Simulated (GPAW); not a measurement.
# H2 in line between two Al chains: converging a transmission, part 3 of 7

Aim: the cheapest settings that leave the conductance of H2 in line between two Al chains unchanged.

GPAW 26.7.0; GPAW LCAO, PAW setups; Landauer transmission from Green's functions with principal layers (ASE), zero bias.

So far. Step 7 (Grid spacing: h = 0.14): The conductance equals that of the base run to 0.2 %.

## (9) Width of the vacuum box

The images of the wire across the vacuum must not overlap or polarise each other.

This step: GPAW LCAO, PAW setups; Landauer transmission from Green's functions with principal layers (ASE), zero bias (GPAW 26.7.0).

The cell differs from the one that the last finished run ended in (a 9.000 → 5.000 Å, b 9.000 → 5.000 Å).

run.py

```python
import json
import numpy as np
from ase import Atoms
from ase.transport.calculators import TransportCalculator
from gpaw import GPAW, FermiDirac
from gpaw.lcao.tools import get_lcao_hamiltonian
from scipy.linalg import eigh

# The junction with lead layers at both ends, along the third cell vector
device = Atoms(
    ['Al', 'Al', 'Al', 'Al', 'Al', 'Al', 'H', 'H', 'Al', 'Al', 'Al', 'Al', 'Al', 'Al'],
    positions=[
        [2.50000, 2.50000, 1.20000],
        [2.50000, 2.50000, 3.60000],
        [2.50000, 2.50000, 6.00000],
        [2.50000, 2.50000, 8.40000],
        [2.50000, 2.50000, 10.80000],
        [2.50000, 2.50000, 13.20000],
        [2.50000, 2.50000, 14.60690],
        [2.50000, 2.50000, 15.45690],
        [2.50000, 2.50000, 16.86380],
        [2.50000, 2.50000, 19.26380],
        [2.50000, 2.50000, 21.66380],
        [2.50000, 2.50000, 24.06380],
        [2.50000, 2.50000, 26.46380],
        [2.50000, 2.50000, 28.86380]],
    cell=[[5.0, 0.0, 0.0], [0.0, 5.0, 0.0], [0.0, 0.0, 30.0638]],
    pbc=True)

# One principal layer of the lead: the first 4 atoms of the device
lead = Atoms(
    ['Al', 'Al', 'Al', 'Al'],
    positions=[
        [2.50000, 2.50000, 1.20000],
        [2.50000, 2.50000, 3.60000],
        [2.50000, 2.50000, 6.00000],
        [2.50000, 2.50000, 8.40000]],
    cell=[[5.0, 0.0, 0.0], [0.0, 5.0, 0.0], [0.0, 0.0, 9.6]],
    pbc=True)

settings = dict(mode='lcao', basis='dzp', xc='LDA', h=0.2,
                occupations=FermiDirac(0.1), maxiter=250,
                mixer=dict(beta=0.1, nmaxold=8, weight=100.0),
                convergence=dict(density=0.0001))
energies = np.arange(-3, 3 + 1e-9, 0.075)
eta = 0.0001
n1, n2 = 1, 1
# k and -k transmit alike, so half of the mesh across the current serves
mesh = [(i, j) for i in range(n1) for j in range(n2) if (i, j) <= (-i % n1, -j % n2)]
weights = np.array([1 if (i, j) == (-i % n1, -j % n2) else 2 for i, j in mesh]) / (n1 * n2)


def ground_state(atoms, size, txt):
    atoms.calc = GPAW(kpts={'size': size, 'gamma': True}, symmetry={'tolerance': 1e-3}, txt=txt, **settings)
    atoms.get_potential_energy()
    return atoms.calc.get_fermi_level()


def blocks(atoms, fermi, points, nz, cells):
    """H - E_F S and S between cell 0 and the cells above it, at each point across the current."""
    kz = np.arange(nz) / nz
    calc = atoms.calc.fixed_density(kpts=[(*k, z) for k in points for z in kz], symmetry='off', txt=None)
    H, S = get_lcao_hamiltonian(calc)
    H = (H - fermi * S).reshape(len(H), len(points), nz, *S.shape[1:])
    S = S.reshape(H.shape[1:])
    phases = [np.exp(-2j * np.pi * kz * R) / nz for R in cells]
    return [(np.einsum('skzij,z->ksij', H, p), np.einsum('kzij,z->kij', S, p)) for p in phases]


def pair(a, b):
    return np.block([[a, b], [b.T.conj(), a]])


def count_channels(h, s, cells, nk=240):
    """Half the number of times that the lead's bands cross each energy, unfolded to its shortest repeat."""
    b = len(h) // cells
    bands = []
    for k in (np.arange(nk + 1) + 0.5) / nk:
        hk, sk = h[:b, :b].copy(), s[:b, :b].copy()
        for R in range(1, cells):
            phase, block = np.exp(2j * np.pi * k * R), slice(R * b, (R + 1) * b)
            hk += h[:b, block] * phase + (h[:b, block] * phase).T.conj()
            sk += s[:b, block] * phase + (s[:b, block] * phase).T.conj()
        bands.append(eigh(hk, sk, eigvals_only=True))
    below = np.array(bands)[:, :, None] < energies
    return (below[1:] != below[:-1]).sum((0, 1)) / 2


fermi_lead = ground_state(lead, (1, 1, 12), 'lead.txt')
fermi_device = ground_state(device, (1, 1, 3), 'device.txt')
T, channels, eigen, tail, misfit, shifts = [], [], [], 0.0, 0.0, []
for first in range(0, len(mesh), 566):
    points = [(i / n1, j / n2) for i, j in mesh[first:first + 566]]
    (H0k, S0k), (H1k, S1k), (H2k, _) = blocks(lead, fermi_lead, points, 5, range(3))
    [(Hk, Sk)] = blocks(device, fermi_device, points, 2, [0])
    tail = max(tail, abs(H2k).max())
    for H0, S0, H1, S1, H, S in zip(H0k, S0k, H1k, S1k, Hk, Sk):
        n = len(S0)
        # Shift the lead onto the potential of the device's first layer
        shift = ((H[:, 0, 0] - H0[:, 0, 0]) / S0[0, 0]).real.mean()
        shifts.append(shift)
        misfit = max(misfit, abs(H[:, :n, :n] - H0 - shift * S0).max())
        Tk, Ck, Ek = [], [], []
        for s in range(len(H)):
            t = s % len(H0)  # a lead without moments serves both spins
            h1, s1 = pair(H0[t] + shift * S0, H1[t] + shift * S1), pair(S0, S1)
            leads = dict(h1=h1, s1=s1, energies=energies, eta=eta, eta1=eta, eta2=eta)
            calc = TransportCalculator(h=H[s], s=S, eigenchannels=0, **leads)
            Tk.append(calc.get_transmission())
            Ck.append(count_channels(h1, s1, 8))
        T.append(Tk)
        channels.append(Ck)
        eigen.append(Ek)
T, channels = np.array(T), np.array(channels)
mean, open_channels = np.einsum('kse,k->se', T, weights), np.einsum('kse,k->se', channels, weights)

print(f'basis functions: device {len(S)}, principal layer {n}')
print(f'Fermi level: lead {fermi_lead:.4f} eV, device {fermi_device:.4f} eV; lead shifted by {np.mean(shifts):.4f} eV')
print(f'largest coupling past the next layer {tail:.2e} eV, largest misfit of the first layer {misfit:.3f} eV')
print('  E-E_F (eV)   ' + 'T (one spin)  channels')
for e, t, c in zip(energies, mean.T, open_channels.T):
    print(f'{e:10.3f}  ', *[f'{x:11.4e}' for x in t], *[f'{x:9.4f}' for x in c])

kT = 8.617333e-5 * 500
fine = np.linspace(energies[0], energies[-1], 4001)
both = np.exp(np.interp(fine, energies, np.log(np.maximum(mean.sum(0) * 2 / len(mean), 1e-30))))
fermi = lambda mu: 1 / (1 + np.exp(np.clip((fine - mu) / kT, -200, 200)))
slope = fermi(0) * (1 - fermi(0)) / kT
G = np.trapezoid(both * slope, fine) / 2
seebeck = -np.trapezoid(both * slope * fine, fine) / (2 * G * 500) * 1e6
print(f'conductance at 500 K: {G:.5g} G0 a cell; thermopower {seebeck:.4g} uV/K')
bias = [0.1, 0.2, 0.5, 1.0, 1.5, 2.0]
current = [38.74 * np.trapezoid(both * (fermi(V / 2) - fermi(-V / 2)), fine) for V in bias]
for V, I in zip(bias, current):
    print(f'current from the zero-bias T(E) at {V} V: {I:.5g} uA')
zero = abs(energies).argmin()
json.dump(dict(energies=energies.tolist(), T=mean.tolist(), channels=open_channels.tolist(), G=G, seebeck=seebeck,
               bias=bias, current=current, tail=tail, misfit=misfit, shift=np.mean(shifts), n_device=len(S), n_lead=n,
               fermi=[fermi_lead, fermi_device], energy=device.get_potential_energy(),
               moments=device.get_magnetic_moments().tolist(), mesh=mesh, weights=weights.tolist(),
               T_k=T[:, :, zero].tolist(), eigen=np.array(eigen[0]).tolist()), open('result.json', 'w'))
```

The run is started by

```bash
OMP_NUM_THREADS=1 OPENBLAS_NUM_THREADS=2 python run.py
```

The log of the run:

```text
basis functions: device 166, principal layer 52
Fermi level: lead -0.1806 eV, device -0.1935 eV; lead shifted by 0.0101 eV
largest coupling past the next layer 9.16e-16 eV, largest misfit of the first layer 0.049 eV
  E-E_F (eV)   T (one spin)  channels
    -3.000    7.6397e-01    1.0000
    -2.925    7.6004e-01    1.0000
    -2.850    7.5474e-01    1.0000
    -2.775    7.4779e-01    1.0000
    -2.700    7.3883e-01    1.0000
    -2.625    7.2731e-01    1.0000
    -2.550    7.1246e-01    1.0000
    -2.475    6.9308e-01    1.0000
    -2.400    6.6724e-01    1.0000
    -2.325    6.3165e-01    1.0000
    -2.250    5.8015e-01    1.0000
    -2.175    4.9979e-01    1.0000
    -2.100    3.5801e-01    1.0000
    -2.025    4.2945e-02    1.0000
    -1.950    4.7688e-07    0.0000
    -1.875    4.1798e-07    0.0000
[...]
2.475    1.2332e+00    3.0000
     2.550    1.2010e+00    3.0000
     2.625    1.1680e+00    3.0000
     2.700    1.1347e+00    3.0000
     2.775    1.1015e+00    3.0000
     2.850    1.0689e+00    3.0000
     2.925    1.0377e+00    3.0000
     3.000    1.0085e+00    3.0000
conductance at 500 K: 1.5783 G0 a cell; thermopower -25.33 uV/K
current from the zero-bias T(E) at 0.1 V: 12.153 uA
current from the zero-bias T(E) at 0.2 V: 23.898 uA
current from the zero-bias T(E) at 0.5 V: 54.248 uA
current from the zero-bias T(E) at 1.0 V: 89.878 uA
current from the zero-bias T(E) at 1.5 V: 121.17 uA
current from the zero-bias T(E) at 2.0 V: 151.42 uA
```

Elapsed: 82 s, on 2 threads of Intel Xeon 6975P-C (Granite Rapids), shared host; peak memory 0.57 GiB.

Numbers from this step:

* conductance: 1.578 G₀
* largest coupling past the next principal layer: 9.16e-16 eV
* largest misfit of the first principal layer: 0.04938 eV
* shift that aligns the lead: 0.01011 eV
* transmission at the Fermi level (one spin): 1.711
* open channels of the lead at the Fermi level (one spin): 3

One spin. Table of transmission, zone mean by energy, zero at the Fermi level:

```
energy (eV)  transmission, zone mean
      -3.00                    0.764
      -2.77                    0.748
      -2.55                    0.712
      -2.40                    0.667
      -2.17                    0.500
      -1.95                   4.8e-7
      -1.73                   2.4e-9
      -1.57                  3.2e-10
      -1.35                  6.2e-11
      -1.12                  2.6e-11
      -0.90                  1.9e-11
      -0.75                  2.3e-11
      -0.53                  8.1e-11
      -0.30                    0.169
      -0.07                     1.25
       0.00                     1.71
       0.07                     1.85
       0.15                     1.85
       0.30                     1.77
       0.53                     1.64
       0.75                     1.58
       0.90                     1.56
       1.12                     1.54
       1.35                     1.52
       1.57                     1.50
       1.73                     1.47
       1.95                     1.42
       2.17                     1.35
       2.40                     1.26
       2.55                     1.20
       2.77                     1.10
       3.00                     1.01
```

Crossings of the lead's bands, unfolded to its shortest repeat. Table of open channels, zone mean by energy, zero at the Fermi level:

```
energy (eV)  open channels, zone mean
      -3.00                         1
      -2.77                         1
      -2.55                         1
      -2.40                         1
      -2.17                         1
      -1.95                         0
      -1.73                         0
      -1.57                         0
      -1.35                         0
      -1.12                         0
      -0.90                         0
      -0.75                         0
      -0.53                         0
      -0.30                         2
      -0.07                         2
       0.00                         3
       0.07                         3
       0.30                         3
       0.53                         3
       0.75                         3
       0.90                         3
       1.12                         3
       1.35                         3
       1.57                         3
       1.73                         3
       1.95                         3
       2.17                         3
       2.40                         3
       2.55                         3
       2.77                         3
       3.00                         3
```

Not self-consistent under bias; the bias window is split evenly. Current through one cell, from the zero-bias transmission against bias:

```
bias (V)  current through one cell, from the zero-bias transmission (μA)
   0.100                                                            12.2
   0.200                                                            23.9
   0.500                                                            54.2
   1.000                                                            89.9
   1.500                                                             121
   2.000                                                             151
```

The conductance, 1.58 G₀, lies 11 % above that of the base run.

## (10) Width of the vacuum box, box 6 × 6 Å

The cell differs from the one that the last finished run ended in (a 5.000 → 6.000 Å, b 5.000 → 6.000 Å).

run.py, as its differences from that of step 9:

```diff
@@ -12,17 +12,17 @@
     positions=[
-        [2.50000, 2.50000, 1.20000],
-        [2.50000, 2.50000, 3.60000],
-        [2.50000, 2.50000, 6.00000],
-        [2.50000, 2.50000, 8.40000],
-        [2.50000, 2.50000, 10.80000],
-        [2.50000, 2.50000, 13.20000],
-        [2.50000, 2.50000, 14.60690],
-        [2.50000, 2.50000, 15.45690],
-        [2.50000, 2.50000, 16.86380],
-        [2.50000, 2.50000, 19.26380],
-        [2.50000, 2.50000, 21.66380],
-        [2.50000, 2.50000, 24.06380],
-        [2.50000, 2.50000, 26.46380],
-        [2.50000, 2.50000, 28.86380]],
-    cell=[[5.0, 0.0, 0.0], [0.0, 5.0, 0.0], [0.0, 0.0, 30.0638]],
+        [3.00000, 3.00000, 1.20000],
+        [3.00000, 3.00000, 3.60000],
+        [3.00000, 3.00000, 6.00000],
+        [3.00000, 3.00000, 8.40000],
+        [3.00000, 3.00000, 10.80000],
+        [3.00000, 3.00000, 13.20000],
+        [3.00000, 3.00000, 14.60690],
+        [3.00000, 3.00000, 15.45690],
+        [3.00000, 3.00000, 16.86380],
+        [3.00000, 3.00000, 19.26380],
+        [3.00000, 3.00000, 21.66380],
+        [3.00000, 3.00000, 24.06380],
+        [3.00000, 3.00000, 26.46380],
+        [3.00000, 3.00000, 28.86380]],
+    cell=[[6.0, 0.0, 0.0], [0.0, 6.0, 0.0], [0.0, 0.0, 30.0638]],
     pbc=True)
@@ -33,7 +33,7 @@
     positions=[
-        [2.50000, 2.50000, 1.20000],
-        [2.50000, 2.50000, 3.60000],
-        [2.50000, 2.50000, 6.00000],
-        [2.50000, 2.50000, 8.40000]],
-    cell=[[5.0, 0.0, 0.0], [0.0, 5.0, 0.0], [0.0, 0.0, 9.6]],
+        [3.00000, 3.00000, 1.20000],
+        [3.00000, 3.00000, 3.60000],
+        [3.00000, 3.00000, 6.00000],
+        [3.00000, 3.00000, 8.40000]],
+    cell=[[6.0, 0.0, 0.0], [0.0, 6.0, 0.0], [0.0, 0.0, 9.6]],
     pbc=True)
```

The log of the run:

```text
basis functions: device 166, principal layer 52
Fermi level: lead -1.6044 eV, device -1.5589 eV; lead shifted by 0.0033 eV
largest coupling past the next layer 1.11e-15 eV, largest misfit of the first layer 0.029 eV
  E-E_F (eV)   T (one spin)  [channel counts left out]
    -3.000    8.2352e-01
    -2.925    8.2460e-01
    -2.850    8.2515e-01
    -2.775    8.2517e-01
    -2.700    8.2463e-01
    -2.625    8.2349e-01
    -2.550    8.2171e-01
    -2.475    8.1919e-01
    -2.400    8.1582e-01
    -2.325    8.1145e-01
    -2.250    8.0584e-01
    -2.175    7.9868e-01
    -2.100    7.8949e-01
    -2.025    7.7759e-01
    -1.950    7.6186e-01
    -1.875    7.4048e-01
[...]
2.475    1.8196e+00
     2.550    1.8060e+00
     2.625    1.7902e+00
     2.700    1.7719e+00
     2.775    1.7508e+00
     2.850    1.7269e+00
     2.925    1.6999e+00
     3.000    1.6695e+00
conductance at 500 K: 1.4555 G0 a cell; thermopower -0.5539 uV/K
current from the zero-bias T(E) at 0.1 V: 11.248 uA
current from the zero-bias T(E) at 0.2 V: 22.316 uA
current from the zero-bias T(E) at 0.5 V: 52.504 uA
current from the zero-bias T(E) at 1.0 V: 83.826 uA
current from the zero-bias T(E) at 1.5 V: 111.96 uA
current from the zero-bias T(E) at 2.0 V: 146.85 uA
```

The job ended after 49 s (2 threads; peak memory 0.63 GiB).

Numbers from this step:

* conductance: 1.455 G₀
* largest coupling past the next principal layer: 1.11e-15 eV
* largest misfit of the first principal layer: 0.02854 eV
* shift that aligns the lead: 0.003341 eV
* transmission at the Fermi level (one spin): 1.487

One spin. Table of transmission, zone mean by energy, zero at the Fermi level:

```
energy (eV)  transmission, zone mean
    -3.0000                    0.824
    -2.7750                    0.825
    -2.4750                    0.819
    -2.2500                    0.806
    -2.0250                    0.778
    -1.7250                    0.665
    -1.5000                   0.0174
    -1.2750                   4.9e-9
    -0.9750                  9.8e-11
    -0.7500                  2.7e-11
    -0.5250                  1.3e-11
    -0.2250                     1.19
     0.0000                     1.49
     0.2250                     1.32
     0.5250                     1.09
     0.7500                     1.77
     0.9750                     1.84
     1.2750                     1.87
     1.5000                     1.87
     1.6500                     1.87
     1.7250                     1.87
     2.0250                     1.86
     2.2500                     1.85
     2.4750                     1.82
     2.7750                     1.75
     3.0000                     1.67
```

Not self-consistent under bias; the bias window is split evenly. Table of current through one cell, from the zero-bias transmission by bias:

```
bias (V)  current through one cell, from the zero-bias transmission (μA)
   0.100                                                            11.2
   0.200                                                            22.3
   0.500                                                            52.5
   1.000                                                            83.8
   1.500                                                             112
   2.000                                                             147
```

The conductance, 1.46 G₀, lies 2.6 % above that of the base run.

## (11) Varying the width of the vacuum box, box 7.5 × 7.5 Å

The cell differs from the one that the last finished run ended in (a 6.000 → 7.500 Å, b 6.000 → 7.500 Å).

run.py, as its differences from that of step 10:

```diff
@@ -12,17 +12,17 @@
     positions=[
-        [3.00000, 3.00000, 1.20000],
-        [3.00000, 3.00000, 3.60000],
-        [3.00000, 3.00000, 6.00000],
-        [3.00000, 3.00000, 8.40000],
-        [3.00000, 3.00000, 10.80000],
-        [3.00000, 3.00000, 13.20000],
-        [3.00000, 3.00000, 14.60690],
-        [3.00000, 3.00000, 15.45690],
-        [3.00000, 3.00000, 16.86380],
-        [3.00000, 3.00000, 19.26380],
-        [3.00000, 3.00000, 21.66380],
-        [3.00000, 3.00000, 24.06380],
-        [3.00000, 3.00000, 26.46380],
-        [3.00000, 3.00000, 28.86380]],
-    cell=[[6.0, 0.0, 0.0], [0.0, 6.0, 0.0], [0.0, 0.0, 30.0638]],
+        [3.75000, 3.75000, 1.20000],
+        [3.75000, 3.75000, 3.60000],
+        [3.75000, 3.75000, 6.00000],
+        [3.75000, 3.75000, 8.40000],
+        [3.75000, 3.75000, 10.80000],
+        [3.75000, 3.75000, 13.20000],
+        [3.75000, 3.75000, 14.60690],
+        [3.75000, 3.75000, 15.45690],
+        [3.75000, 3.75000, 16.86380],
+        [3.75000, 3.75000, 19.26380],
+        [3.75000, 3.75000, 21.66380],
+        [3.75000, 3.75000, 24.06380],
+        [3.75000, 3.75000, 26.46380],
+        [3.75000, 3.75000, 28.86380]],
+    cell=[[7.5, 0.0, 0.0], [0.0, 7.5, 0.0], [0.0, 0.0, 30.0638]],
     pbc=True)
@@ -33,7 +33,7 @@
     positions=[
-        [3.00000, 3.00000, 1.20000],
-        [3.00000, 3.00000, 3.60000],
-        [3.00000, 3.00000, 6.00000],
-        [3.00000, 3.00000, 8.40000]],
-    cell=[[6.0, 0.0, 0.0], [0.0, 6.0, 0.0], [0.0, 0.0, 9.6]],
+        [3.75000, 3.75000, 1.20000],
+        [3.75000, 3.75000, 3.60000],
+        [3.75000, 3.75000, 6.00000],
+        [3.75000, 3.75000, 8.40000]],
+    cell=[[7.5, 0.0, 0.0], [0.0, 7.5, 0.0], [0.0, 0.0, 9.6]],
     pbc=True)
```

The log of the run:

```text
basis functions: device 166, principal layer 52
Fermi level: lead -2.7126 eV, device -2.6493 eV; lead shifted by 0.0038 eV
largest coupling past the next layer 9.93e-16 eV, largest misfit of the first layer 0.031 eV
  E-E_F (eV)   T (one spin)  channels
    -3.000    8.2617e-01    1.0000
    -2.925    8.2885e-01    1.0000
    -2.850    8.3097e-01    1.0000
[...]
2.925    1.9671e+00    3.0000
     3.000    1.9574e+00    3.0000
conductance at 500 K: 1.4334 G0 a cell; thermopower -0.3731 uV/K
current from the zero-bias T(E) at 0.1 V: 11.078 uA
current from the zero-bias T(E) at 0.2 V: 21.985 uA
current from the zero-bias T(E) at 0.5 V: 51.839 uA
current from the zero-bias T(E) at 1.0 V: 83 uA
current from the zero-bias T(E) at 1.5 V: 104.48 uA
current from the zero-bias T(E) at 2.0 V: 135.69 uA
```

The job ended after 39 s (2 threads; peak memory 0.81 GiB).

The conductance, 1.43 G₀, lies 1.1 % above that of the base run.

(Part 3 of 7 ends here.)

[Logs are printed without paths, hosts, clocks, repeated set-up lines and the standing remarks that a program may print on its own settings, such as how far it seeks lower states.]

[Hosts, paths, dates, database ids (printed as entryN), source tags and the programs' standing remarks are cut or masked in the printed files.]
